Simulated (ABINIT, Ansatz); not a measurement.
# A GW chain in ABINIT: CrF6 (R-3), part 2 of 3

Wanted: ground state, empty states, screening and self-energy for CrF6 (R-3).

ABINIT 10.8.3; PBEsol and many-body steps on it, plane waves. Known limits of the many-body steps: not at the basis limit; no spin polarisation; d states lean on the start; coarse k mesh.

So far. Step 2 (Ground state): The gap is indirect, with the least direct gap 0.06 eV higher.

### 3. Bands along the symmetry lines

Level of this step: DFT, PBEsol, plane waves, norm-conserving pseudopotentials (ABINIT).

Levels along a band path, at the cheap level, show where the edges lie and whether the meshes to come will hold them.

The input, run.abi:

```
acell 3*1.0 Angstrom
rprim 
  2.402403871812 1.387028522093 4.369215055800
  -2.402403871812 1.387028522093 4.369215055800
  0.000000000000 -2.774057044186 4.369215055800
ntypat 2
znucl 24 9
natom 7
typat 1 2 2 2 2 2 2
xred 
  0.000000000000 0.000000000000 0.000000000000
  0.368598720000 0.081843300000 0.779004130000
  0.081843300000 0.779004130000 0.368598720000
  0.220995870000 0.631401280000 0.918156700000
  0.918156700000 0.220995870000 0.631401280000
  0.631401280000 0.918156700000 0.220995870000
  0.779004130000 0.368598720000 0.081843300000
pp_dirpath "pseudos"
pseudos "Cr.upf, F.upf"
ecut 43
iscf -2
irdden 1
kptopt 0
nkpt 31
kpt 
  0.00000000 0.00000000 0.00000000
  -0.12500000 -0.12500000 -0.12500000
  -0.25000000 -0.25000000 -0.25000000
  -0.37500000 -0.37500000 -0.37500000
  -0.50000000 -0.50000000 -0.50000000
  -0.50000000 -0.43346293 -0.56653707
  -0.50000000 -0.36692586 -0.63307414
  -0.50000000 -0.30038879 -0.69961121
  -0.50000000 -0.23385172 -0.76614828
  -0.23385172 0.23385172 -0.50000000
  -0.17538879 0.17538879 -0.50000000
  -0.11692586 0.11692586 -0.50000000
  -0.05846293 0.05846293 -0.50000000
  0.00000000 0.00000000 -0.50000000
  0.00000000 0.00000000 -0.37500000
  0.00000000 0.00000000 -0.25000000
  0.00000000 0.00000000 -0.12500000
  0.00000000 0.00000000 0.00000000
  0.00000000 0.09173146 -0.09173146
  0.00000000 0.18346293 -0.18346293
  0.00000000 0.27519439 -0.27519439
  0.00000000 0.36692586 -0.36692586
  -0.36692586 0.00000000 -0.63307414
  -0.40019439 0.00000000 -0.59980561
  -0.43346293 0.00000000 -0.56653707
  -0.46673147 0.00000000 -0.53326853
  -0.50000000 0.00000000 -0.50000000
  -0.37500000 0.00000000 -0.37500000
  -0.25000000 0.00000000 -0.25000000
  -0.12500000 0.00000000 -0.12500000
  0.00000000 0.00000000 0.00000000
istwfk *1
nband 35
nbdbuf 2
tolwfr 1e-08
nstep 40
prtwf 0
prtvol 0
indata_prefix "in"
outdata_prefix "out"
tmpdata_prefix "tmp"
```

Command:

```console
> OMP_NUM_THREADS=1 mpirun -n 4 abinit run.abi > log
```

Numbers of over 12 decimals in the logs are rounded to 6 here.

Log:

```text
.Version 10.8.3 of ABINIT. v10.8.2 released Aug 2026.

 Symmetries : space group R-3 (#148); Bravais hR (rhombohedral)
[... echo of the input left out ...]
== DATASET  1 ==================================================================
-   mpi_nproc: 4, omp_nthreads: 1 (-1 if OMP is not activated)

--- !DatasetInfo
iteration_state: {dtset: 1, }
dimensions: {natom: 7, nkpt: 31, mband: 35, nsppol: 1, nspinor: 1, nspden: 1, mpw: 7993, }
cutoff_energies: {ecut:  43.0, pawecutdg:  -1.0, }
electrons: {nelect:   5.60000000E+01, charge:   0.00000000E+00, occopt:   1.00000000E+00, tsmear:   1.00000000E-02, }

 Real(R)+Recip(G) space primitive vectors, cartesian coordinates (Bohr,Bohr^-1):
 R(1)=  4.5398854  2.6211040  8.2566198  G(1)=  0.1101349  0.0635864  0.0403716
 R(2)= -4.5398854  2.6211040  8.2566198  G(2)= -0.1101349  0.0635864  0.0403716
 R(3)=  0.0000000 -5.2422081  8.2566198  G(3)=  0.0000000 -0.1271729  0.0403716
 Unit cell volume ucvol=  5.8949847E+02 bohr^3
 Angles (23,13,12)=  5.53157509E+01  5.53157509E+01  5.53157509E+01 degrees

 getcut: wavevector=  0.0000  0.0000  0.0000  ngfft=  60  60  60
         ecut(hartree)=     43.000   => boxcut(ratio)=   2.07829

--- Pseudopotential description ------------------------------------------------
- Cr Generated using ONCVPSP code by D. R. Hamann
- 24.00000  14.00000  180301                  znucl, zion, pspdat
12 -116133 2 -1 1638                          pspcod,pspxc,lmax,lloc,mmax
     nproj     2     2     2
  pspatm : epsatm=   17.25290059
         --- l  ekb(1:nproj) -->
             0    6.336119   -1.235453
             1    1.195472   -0.853463
             2   -6.278788   -1.744536
 pspatm: atomic psp has been read  and splines computed

- F Generated using ONCVPSP code by D. R. Hamann
-  9.00000   7.00000  180301                  znucl, zion, pspdat
12 -116133 2 -1 832                           pspcod,pspxc,lmax,lloc,mmax
     nproj     2     2     1
  pspatm : epsatm=    4.89824381
         --- l  ekb(1:nproj) -->
[...]
2   -2.394754
 pspatm: atomic psp has been read  and splines computed

--------------------------------------------------------------------------------

================================================================================
 prteigrs : about to open file out_EIG
 Non-SCF case, kpt    1 (  0.00000  0.00000  0.00000), residuals and eigenvalues=
  4.33E-09  8.55E-09  2.85E-09  4.02E-09  2.41E-09  2.40E-09  4.81E-09  4.70E-09
  2.07E-09  2.91E-09  2.14E-09  4.78E-09  5.76E-09  8.84E-09  8.52E-09  2.59E-09
  1.76E-09  2.13E-09  6.23E-09  2.39E-09  6.21E-09  6.96E-09  8.96E-09  5.32E-09
[...]
-2.7600E+00 -1.7105E+00 -1.7104E+00 -1.7104E+00 -8.6528E-01 -8.3528E-01
 -8.3528E-01 -8.2203E-01 -8.1952E-01 -8.1952E-01 -2.4645E-01 -2.4645E-01
 -2.4056E-01 -2.2576E-01 -2.2576E-01 -2.1832E-01 -1.8267E-01 -1.8267E-01
[...]
-1.7469E-01 -1.3951E-01 -1.1432E-01 -1.1432E-01 -1.1389E-01 -1.0493E-01
 -1.0493E-01 -1.0343E-01 -1.0119E-01 -1.0119E-01 -2.2833E-02 -1.5368E-02
 -1.5368E-02  1.0650E-01  1.0650E-01  2.8806E-01  5.0006E-01

--- !ResultsGS
iteration_state: {dtset: 1, }
comment   : Summary of ground state results
lattice_vectors:
- [  4.5398854,   2.6211040,   8.2566198, ]
- [ -4.5398854,   2.6211040,   8.2566198, ]
- [  0.0000000,  -5.2422081,   8.2566198, ]
lattice_lengths: [   9.78021,    9.78021,    9.78021, ]
lattice_angles: [ 55.316,  55.316,  55.316, ] # degrees, (23, 13, 12)
lattice_volume:   5.8949847E+02
convergence: {deltae:  0.000E+00, res2:  0.000E+00, residm:  9.996E-09, diffor:  0.000E+00, }
etotal    :  -2.36274529E+02
entropy   :   0.00000000E+00
fermie    :  -9.39977814E-02
cartesian_stress_tensor: null
pressure_GPa: null
xred      :
- [  0.0000E+00,   0.0000E+00,   0.0000E+00, Cr]
- [  3.6860E-01,   8.1843E-02,   7.7900E-01,  F]
- [  8.1843E-02,   7.7900E-01,   3.6860E-01,  F]
- [  2.2100E-01,   6.3140E-01,   9.1816E-01,  F]
- [  9.1816E-01,   2.2100E-01,   6.3140E-01,  F]
- [  6.3140E-01,   9.1816E-01,   2.2100E-01,  F]
- [  7.7900E-01,   3.6860E-01,   8.1843E-02,  F]
cartesian_forces: null
force_length_stats: {min: null, max: null, mean: null, }

 Integrated electronic density in atomic spheres:
 ------------------------------------------------
 Atom  Sphere_radius  Integrated_density
[...]
================================================================================

 ----iterations are completed or convergence reached----

 Mean square residual over all n,k,spin=   47.764E-10; max=  99.964E-10
 reduced coordinates (array xred) for    7 atoms
[...]
cartesian coordinates (angstrom) at end:
    1      0.000000     0.000000     0.000000
    2      0.688902    -1.536226     5.371715
    3     -1.674862     0.171506     5.371715
    4     -0.985960    -1.364720     7.735931
    5      1.674862    -0.171506     7.735931
    6     -0.688902     1.536226     7.735931
    7      0.985960     1.364720     5.371715
 length scales=  1.889726125908  1.889726125908  1.889726125908 bohr
              =  1.000000000000  1.000000000000  1.000000000000 angstroms
 prteigrs : about to open file out_EIG
 Eigenvalues (hartree) for nkpt=  31  k points:
 kpt#   1, nband= 35, wtk=  1.00000, kpt=  0.0000  0.0000  0.0000 (reduced coord)
[...]
kpt#   2, nband= 35, wtk=  1.00000, kpt= -0.1250 -0.1250 -0.1250 (reduced coord)
[...]
kpt#   3, nband= 35, wtk=  1.00000, kpt= -0.2500 -0.2500 -0.2500 (reduced coord)
[...]
kpt#  30, nband= 35, wtk=  1.00000, kpt= -0.1250  0.0000 -0.1250 (reduced coord)
[...]
0.10639    0.29854    0.49663
 kpt#  31, nband= 35, wtk=  1.00000, kpt=  0.0000  0.0000  0.0000 (reduced coord)
[...]
-0.18267   -0.18267   -0.17469   -0.13951   -0.11432   -0.11432   -0.11389   -0.10493
  -0.10493   -0.10343   -0.10119   -0.10119   -0.02283   -0.01537   -0.01537    0.10650
   0.10650    0.28806    0.50006

== END DATASET(S) ==============================================================
================================================================================

 -outvars: echo values of variables after computation  --------
            nband          35
             nkpt          31
          spgroup         148
 [... the other variables as echoed above ...]

 Calculation completed.
```

It took 49 s on 4 MPI ranks of Arm Neoverse V1, shared host; peak memory 0.51 GiB.

Numbers from this step:

- gap: 1.937 eV
- k of the valence top: -0.4335, 0, -0.5665
- k of the conduction bottom: 0, 0, 0
- least direct gap: 1.992 eV

The gap is 1.937 eV, as in the run before at this level.

Electronic bands along the path, in eV, zero at the top of the highest filled band:

| point | band 25 | band 26 | band 27 | band 28 | band 29 | band 30 | band 31 | band 32 |
| --- | --- | --- | --- | --- | --- | --- | --- | --- |
| Γ | -0.30 | -0.26 | -0.20 | -0.20 | 1.94 | 2.14 | 2.14 | 5.46 |
| halfway | -0.33 | -0.33 | -0.13 | -0.13 | 2.03 | 2.18 | 2.18 | 5.42 |
| T | -0.36 | -0.36 | -0.14 | -0.14 | 2.10 | 2.22 | 2.22 | 5.39 |
| halfway | -0.51 | -0.23 | -0.13 | -0.13 | 2.15 | 2.18 | 2.27 | 5.33 |
| H2 | -0.71 | -0.16 | -0.12 | -0.02 | 2.12 | 2.17 | 2.29 | 5.30 |
| jump to H0 | -0.71 | -0.16 | -0.12 | -0.02 | 2.12 | 2.17 | 2.29 | 5.30 |
| halfway | -0.56 | -0.17 | -0.12 | -0.03 | 2.07 | 2.13 | 2.28 | 5.32 |
| L | -0.37 | -0.23 | -0.14 | -0.08 | 1.98 | 2.12 | 2.33 | 5.32 |
| halfway | -0.34 | -0.26 | -0.17 | -0.08 | 2.03 | 2.09 | 2.22 | 5.39 |
| Γ | -0.30 | -0.26 | -0.20 | -0.20 | 1.94 | 2.14 | 2.14 | 5.46 |
| halfway | -0.47 | -0.19 | -0.10 | -0.09 | 2.06 | 2.11 | 2.21 | 5.39 |
| S0 | -0.50 | -0.20 | -0.11 | 0.00 | 2.08 | 2.16 | 2.29 | 5.30 |
| jump to S2 | -0.50 | -0.20 | -0.11 | 0.00 | 2.08 | 2.16 | 2.29 | 5.30 |
| halfway | -0.46 | -0.24 | -0.13 | 0.00 | 2.03 | 2.17 | 2.34 | 5.27 |
| F | -0.43 | -0.27 | -0.14 | 0.00 | 1.99 | 2.18 | 2.35 | 5.26 |
| halfway | -0.41 | -0.23 | -0.17 | -0.06 | 2.03 | 2.16 | 2.22 | 5.36 |
| Γ | -0.30 | -0.26 | -0.20 | -0.20 | 1.94 | 2.14 | 2.14 | 5.46 |

### 4. Empty states on the mesh, 2×2×2 mesh, 76 bands

The sums over transitions need many empty states on a uniform mesh; this step solves for them.

The input, run.abi:

```
acell 3*1.0 Angstrom
rprim 
  2.402403871812 1.387028522093 4.369215055800
  -2.402403871812 1.387028522093 4.369215055800
  0.000000000000 -2.774057044186 4.369215055800
ntypat 2
znucl 24 9
natom 7
typat 1 2 2 2 2 2 2
xred 
  0.000000000000 0.000000000000 0.000000000000
  0.368598720000 0.081843300000 0.779004130000
  0.081843300000 0.779004130000 0.368598720000
  0.220995870000 0.631401280000 0.918156700000
  0.918156700000 0.220995870000 0.631401280000
  0.631401280000 0.918156700000 0.220995870000
  0.779004130000 0.368598720000 0.081843300000
pp_dirpath "pseudos"
pseudos "Cr.upf, F.upf"
ecut 43
ngkpt 2 2 2
nshiftk 1
shiftk 0 0 0
kptopt 1
chksymbreak 0
iscf -2
irdden 1
istwfk *1
nband 76
nbdbuf 6
tolwfr 1e-09
nstep 60
prtvol 0
indata_prefix "in"
outdata_prefix "out"
tmpdata_prefix "tmp"
```

Log:

```text
.Version 10.8.3 of ABINIT. v10.8.2 released Aug 2026.

 Symmetries : space group R-3 (#148); Bravais hR (rhombohedral)
[... echo of the input left out ...]
== DATASET  1 ==================================================================
-   mpi_nproc: 4, omp_nthreads: 1 (-1 if OMP is not activated)

--- !DatasetInfo
iteration_state: {dtset: 1, }
dimensions: {natom: 7, nkpt: 4, mband: 76, nsppol: 1, nspinor: 1, nspden: 1, mpw: 7993, }
cutoff_energies: {ecut:  43.0, pawecutdg:  -1.0, }
electrons: {nelect:   5.60000000E+01, charge:   0.00000000E+00, occopt:   1.00000000E+00, tsmear:   1.00000000E-02, }

 Real(R)+Recip(G) space primitive vectors, cartesian coordinates (Bohr,Bohr^-1):
 R(1)=  4.5398854  2.6211040  8.2566198  G(1)=  0.1101349  0.0635864  0.0403716
 R(2)= -4.5398854  2.6211040  8.2566198  G(2)= -0.1101349  0.0635864  0.0403716
 R(3)=  0.0000000 -5.2422081  8.2566198  G(3)=  0.0000000 -0.1271729  0.0403716
 Unit cell volume ucvol=  5.8949847E+02 bohr^3
 Angles (23,13,12)=  5.53157509E+01  5.53157509E+01  5.53157509E+01 degrees

 getcut: wavevector=  0.0000  0.0000  0.0000  ngfft=  60  60  60
         ecut(hartree)=     43.000   => boxcut(ratio)=   2.07829

--- Pseudopotential description ------------------------------------------------
- Cr Generated using ONCVPSP code by D. R. Hamann
- 24.00000  14.00000  180301                  znucl, zion, pspdat
12 -116133 2 -1 1638                          pspcod,pspxc,lmax,lloc,mmax
     nproj     2     2     2
  pspatm : epsatm=   17.25290059
         --- l  ekb(1:nproj) -->
             0    6.336119   -1.235453
             1    1.195472   -0.853463
             2   -6.278788   -1.744536
 pspatm: atomic psp has been read  and splines computed

- F Generated using ONCVPSP code by D. R. Hamann
-  9.00000   7.00000  180301                  znucl, zion, pspdat
12 -116133 2 -1 832                           pspcod,pspxc,lmax,lloc,mmax
     nproj     2     2     1
  pspatm : epsatm=    4.89824381
         --- l  ekb(1:nproj) -->
[...]
2   -2.394754
 pspatm: atomic psp has been read  and splines computed

--------------------------------------------------------------------------------

================================================================================
 prteigrs : about to open file out_EIG
 Non-SCF case, kpt    1 (  0.00000  0.00000  0.00000), residuals and eigenvalues=
  4.33E-10  4.58E-10  2.31E-10  3.25E-10  4.29E-10  4.61E-10  7.72E-10  7.97E-10
  3.97E-10  6.55E-10  2.53E-10  5.85E-10  5.10E-10  2.85E-10  3.83E-10  2.05E-10
  6.22E-10  8.42E-10  8.68E-10  1.15E-10  1.94E-10  3.28E-10  1.43E-10  1.59E-10
[...]
9.64E-06  9.39E-06  1.64E-04  6.06E-05
 -2.7600E+00 -1.7105E+00 -1.7104E+00 -1.7104E+00 -8.6528E-01 -8.3528E-01
 -8.3528E-01 -8.2203E-01 -8.1952E-01 -8.1952E-01 -2.4645E-01 -2.4645E-01
 -2.4056E-01 -2.2576E-01 -2.2576E-01 -2.1832E-01 -1.8267E-01 -1.8267E-01
[...]
1.0819E+00  1.1225E+00  1.1436E+00  1.1436E+00  1.1481E+00  1.1900E+00
  1.1900E+00  1.2057E+00  1.2268E+00  1.2268E+00  1.2271E+00  1.2271E+00
  1.3367E+00  1.3565E+00  1.3567E+00  1.3648E+00
 prteigrs : prtvol=0 or 1, do not print more k-points.

--- !ResultsGS
iteration_state: {dtset: 1, }
comment   : Summary of ground state results
lattice_vectors:
- [  4.5398854,   2.6211040,   8.2566198, ]
- [ -4.5398854,   2.6211040,   8.2566198, ]
- [  0.0000000,  -5.2422081,   8.2566198, ]
lattice_lengths: [   9.78021,    9.78021,    9.78021, ]
lattice_angles: [ 55.316,  55.316,  55.316, ] # degrees, (23, 13, 12)
lattice_volume:   5.8949847E+02
convergence: {deltae:  0.000E+00, res2:  0.000E+00, residm:  9.907E-10, diffor:  0.000E+00, }
etotal    :  -2.36274529E+02
entropy   :   0.00000000E+00
fermie    :  -9.39977814E-02
cartesian_stress_tensor: null
pressure_GPa: null
xred      :
- [  0.0000E+00,   0.0000E+00,   0.0000E+00, Cr]
- [  3.6860E-01,   8.1843E-02,   7.7900E-01,  F]
- [  8.1843E-02,   7.7900E-01,   3.6860E-01,  F]
- [  2.2100E-01,   6.3140E-01,   9.1816E-01,  F]
- [  9.1816E-01,   2.2100E-01,   6.3140E-01,  F]
- [  6.3140E-01,   9.1816E-01,   2.2100E-01,  F]
- [  7.7900E-01,   3.6860E-01,   8.1843E-02,  F]
cartesian_forces: null
force_length_stats: {min: null, max: null, mean: null, }

 Integrated electronic density in atomic spheres:
 ------------------------------------------------
 Atom  Sphere_radius  Integrated_density
[...]
================================================================================

 ----iterations are completed or convergence reached----

 Mean square residual over all n,k,spin=   45.081E-11; max=  99.070E-11
 reduced coordinates (array xred) for    7 atoms
[...]
0.631401280000      0.918156700000      0.220995870000
       0.779004130000      0.368598720000      0.081843300000

 cartesian coordinates (angstrom) at end:
    1      0.000000     0.000000     0.000000
[...]
7      0.985960     1.364720     5.371715
 length scales=  1.889726125908  1.889726125908  1.889726125908 bohr
              =  1.000000000000  1.000000000000  1.000000000000 angstroms
 prteigrs : about to open file out_EIG
 Eigenvalues (hartree) for nkpt=   4  k points:
 kpt#   1, nband= 76, wtk=  0.12500, kpt=  0.0000  0.0000  0.0000 (reduced coord)
[...]
1.07281    1.07281    1.07362    1.07362    1.08190    1.12251    1.14362    1.14362
   1.14811    1.18999    1.18999    1.20572    1.22679    1.22679    1.22707    1.22707
   1.33671    1.35654    1.35672    1.36480
 prteigrs : prtvol=0 or 1, do not print more k-points.

== END DATASET(S) ==============================================================
================================================================================

 -outvars: echo values of variables after computation  --------
            nband          76
             nkpt           4
          spgroup         148
 [... the other variables as echoed above ...]

 Calculation completed.
```

Elapsed: 17 s, on 4 MPI ranks; peak memory 0.43 GiB; 66 s of CPU time.

This step gave:

| Property | Result |
| --- | --- |
| gap | 1.937 eV |
| k of the valence top | 0.5, 0.5, 0 |
| k of the conduction bottom | 0, 0, 0 |
| least direct gap | 1.992 eV |
| k points computed | 4 |
| lowest point of the top converged band, above the valence top | 35.94 eV |

On this mesh the gap is 1.937 eV.

### 5. Screening, 2×2×2 mesh, 70 bands, screening to 98 eV

The RPA dielectric matrix is built and inverted for each q.

This step: RPA screening on PBEsol, plane waves, norm-conserving pseudopotentials.

Edit run.abi of step 4 so:

```diff
@@ -25,10 +25,11 @@
 chksymbreak 0
-iscf -2
-irdden 1
 istwfk *1
-nband 76
-nbdbuf 6
-tolwfr 1e-09
-nstep 60
-prtvol 0
+occopt 1
+irdwfk 1
+optdriver 3
+nband 70
+ecuteps 3.6
+inclvkb 2
+awtr 1
+symchi 1
 indata_prefix "in"
```

Log:

```text
.Version 10.8.3 of ABINIT. v10.8.2 released Aug 2026.

 Symmetries : space group R-3 (#148); Bravais hR (rhombohedral)
[... echo of the input left out ...]
== DATASET  1 ==================================================================
-   mpi_nproc: 4, omp_nthreads: 1 (-1 if OMP is not activated)

--- !DatasetInfo
iteration_state: {dtset: 1, }
dimensions: {natom: 7, nkpt: 4, mband: 70, nsppol: 1, nspinor: 1, nspden: 1, mpw: 7993, }
cutoff_energies: {ecut:  43.0, pawecutdg:  -1.0, }
electrons: {nelect:   5.60000000E+01, charge:   0.00000000E+00, occopt:   1.00000000E+00, tsmear:   1.00000000E-02, }

 SCREENING: Calculation of the susceptibility and dielectric matrices

 Based on a program developped by R.W. Godby, V. Olevano, G. Onida, and L. Reining.
 Incorporated in ABINIT by V. Olevano, G.-M. Rignanese, and M. Torrent.
.Using double precision arithmetic ; gwpc =  8

[... cell and pseudopotentials left out ...]
--------------------------------------------------------------------------------

 ==== K-mesh for the wavefunctions ====
 Number of points in the irreducible wedge :     4
[... list of points left out ...]
 Together with  6 symmetry operations and time-reversal symmetry
 yields     8 points in the full Brillouin Zone.

 ==== Q-mesh for the screening function ====
 Number of points in the irreducible wedge :     4
[... list of points left out ...]
 Together with  6 symmetry operations and time-reversal symmetry
 yields     8 points in the full Brillouin Zone.

 setmesh: FFT mesh size selected  =    40x   40x   40
          total number of points  =        64000

 vcoul_init : cutoff-mode = AUXILIARY_FUNCTION
 q-points for optical limit:   1
     1)      0.000010    0.000020    0.000030

- screening: taking advantage of time-reversal symmetry
- Maximum band index for partially occupied states nbvw = 28
- Remaining bands to be divided among processors   nbcw = 42
- Number of bands treated by each node ~10

 Number of electrons calculated from density =   56.0000; Expected =   56.0000
 average of density, n =  0.094996
 r_s =    1.3596
 omega_plasma =   29.7309 [eV]

 calculating chi0 at frequencies [eV] :
  1    0.000000E+00    0.000000E+00
  2    0.000000E+00    2.973091E+01

--------------------------------------------------------------------------------
  q-point number  1        q = ( 0.000000, 0.000000, 0.000000) [r.l.u.]
--------------------------------------------------------------------------------
[... chi0 elements left out ...]
 For q-point:  0.000010 0.000020 0.000030
  dielectric constant =   3.3783
  dielectric constant without local fields =   6.2296

  Average fulfillment of the sum rule on Im[epsilon] for q-point    1 :     25.53  [%]
[... wings left out ...]
  q-point number  2        q = ( 0.500000, 0.000000, 0.000000) [r.l.u.]
--------------------------------------------------------------------------------
[... chi0 elements left out ...]
  Average fulfillment of the sum rule on Im[epsilon] for q-point    2 :     31.79  [%]

 [... 2 further q-points ...]
```

Run time: 16 s. Hardware: 4 MPI ranks; peak memory 1.2 GiB.

Numbers from this step:

```
ε∞ with local fields, on this mesh, along the program's q direction : 3.378
the same without local fields                                       : 6.230
plasma frequency                                                    : 29.73 eV
plane waves in the screening matrix                                 : 193
```

Local fields lower ε∞ by 46 %. On a Γ-centred mesh this coarse the value itself is usually too large, while a short band sum pulls it down.

(Part 2 of 3 ends here.)

[Paths, hosts, dates, memory and timing lines, banners, echoed tables and standing remarks are left out of the program output.]

[Logs are printed without paths, hosts, clocks, repeated set-up lines and the standing remarks that a program may print on its own settings, such as how far it seeks lower states.]

[Runs of the session that timed out or met a known fault of the program may be left out.]

[Hosts, paths, dates, database ids (printed as entryN), source tags and the programs' standing remarks are cut or masked in the printed files.]

[G0W0 gaps are taken among the corrected bands and points alone; a level outside them can change the order at an edge.]

[Where Ansatz stands beside ABINIT at settings called matched, ABINIT's density can come from a denser mesh and the files from another edition; pairs whose starting gaps differed by over 0.03 eV were left out, so agreement reads better than it is.]
